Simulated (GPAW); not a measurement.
LiCNO (R3m), C K edge of atom 3, with 1 N at 1.19 Å and 1 O at 1.23 Å (linear, site symmetry 3m). Method: GPAW, LDA, full core hole (charged cell), 16-atom cell with 6.1 Å between holes, 4×4×4 k points, dipole transitions, Gaussian full width 0.9 eV up to 4 eV, rising linearly to 3.5 eV at 25 eV.

```xyz
4
Lattice="1.6440 0.9492 4.7621 -1.6440 0.9492 4.7621 0.0000 -1.8983 4.7621" Properties=species:S:1:pos:R:3 pbc="T T T"
O     0.0000    0.0000    8.3334
N     0.0000    0.0000    5.9139
C     0.0000    0.0000    7.1068
Li    0.0000    0.0000    0.0751
```

Energy from the lowest empty level; a common scale on which the isotropic spectrum has a mean of 1 over the first 20 eV.

```
E (eV)  curve 1  curve 2
  -2.0     0.00     0.00
  -1.5     0.00     0.00
  -1.0     0.42     0.00
  -0.5     6.51     0.00
   0.0    18.47     0.00
   0.5     9.57     0.00
   1.0     0.91     0.00
   1.5     0.02     0.01
   2.0     0.00     0.10
   2.5     0.01     0.31
   3.0     0.01     0.48
   3.5     0.07     0.29
   4.0     0.38     0.19
   4.5     0.63     0.25
   5.0     0.40     0.32
   5.5     0.22     0.28
   6.0     0.15     0.20
   6.5     0.11     0.20
   7.0     0.10     0.23
   7.5     0.13     0.39
   8.0     0.23     0.68
   8.5     0.33     0.85
   9.0     0.34     0.79
   9.5     0.30     0.73
  10.0     0.26     0.78
  10.5     0.24     0.78
  11.0     0.25     0.66
  11.5     0.35     0.60
  12.0     0.54     0.71
  12.5     0.76     1.00
  13.0     0.91     1.35
  13.5     0.94     1.64
  14.0     0.88     1.73
  14.5     0.78     1.64
  15.0     0.71     1.51
  15.5     0.67     1.52
  16.0     0.66     1.78
  16.5     0.65     2.29
  17.0     0.64     2.98
  17.5     0.61     3.76
  18.0     0.55     4.47
  18.5     0.48     4.98
  19.0     0.41     5.18
  19.5     0.37     5.03
  20.0     0.35     4.55
  20.5     0.34     3.86
  21.0     0.35     3.11
  21.5     0.37     2.40
  22.0     0.40     1.82
  22.5     0.43     1.36
  23.0     0.45     1.02
  23.5     0.48     0.78
  24.0     0.50     0.61
  24.5     0.52     0.51
  25.0     0.54     0.44
  25.5     0.57     0.39
  26.0     0.61     0.35
  26.5     0.65     0.31
  27.0     0.71     0.27
  27.5     0.77     0.24
  28.0     0.84     0.22
  28.5     0.89     0.22
  29.0     0.92     0.23
  29.5     0.91     0.25
  30.0     0.88     0.27
  30.5     0.81     0.29
  31.0     0.73     0.31
  31.5     0.64     0.31
  32.0     0.55     0.30
```

The curves are for the electric vector along different Cartesian axes of the cell as given, averaged over the symmetry-equivalent atoms. Which is which?

Curve 1: along x (⊥ c) (the other in-plane axis gives the same curve within 3 %), main maxima 0.1 eV (18.55) and 13.4 eV (0.95). Curve 2: along z (c), main maxima 3.0 eV (0.48), 5.1 eV (0.32), 8.6 eV (0.85), 14.0 eV (1.73) and 19.0 eV (5.18). A K edge sees empty p states on the absorber. Each direction probes the empty orbitals that point along it. The holes are only 6.1 Å apart, so the shape is probably not converged with cell size; no larger cell was run here. The mesh is coarse (0.30 Å⁻¹ between points), so small maxima may be mesh ripples.

[Banner, clock and machine lines of the logs are left out without a mark of their own.]

[Logs are printed without paths, hosts, clocks, repeated set-up lines and the standing remarks that a program may print on its own settings, such as how far it seeks lower states.]

[Hosts, paths, dates, database ids (printed as entryN), source tags and the programs' standing remarks are cut or masked in the printed files.]

[Lists of maxima count a maximum above −3 eV only where it reaches 4 % of the highest in the window and stands out from its surroundings by 2 % of it (1.5 % where it reaches 55 %); shoulders and weaker maxima are passed over, and of the rest the first, up to two pre-edge ones and the few strongest are named.]
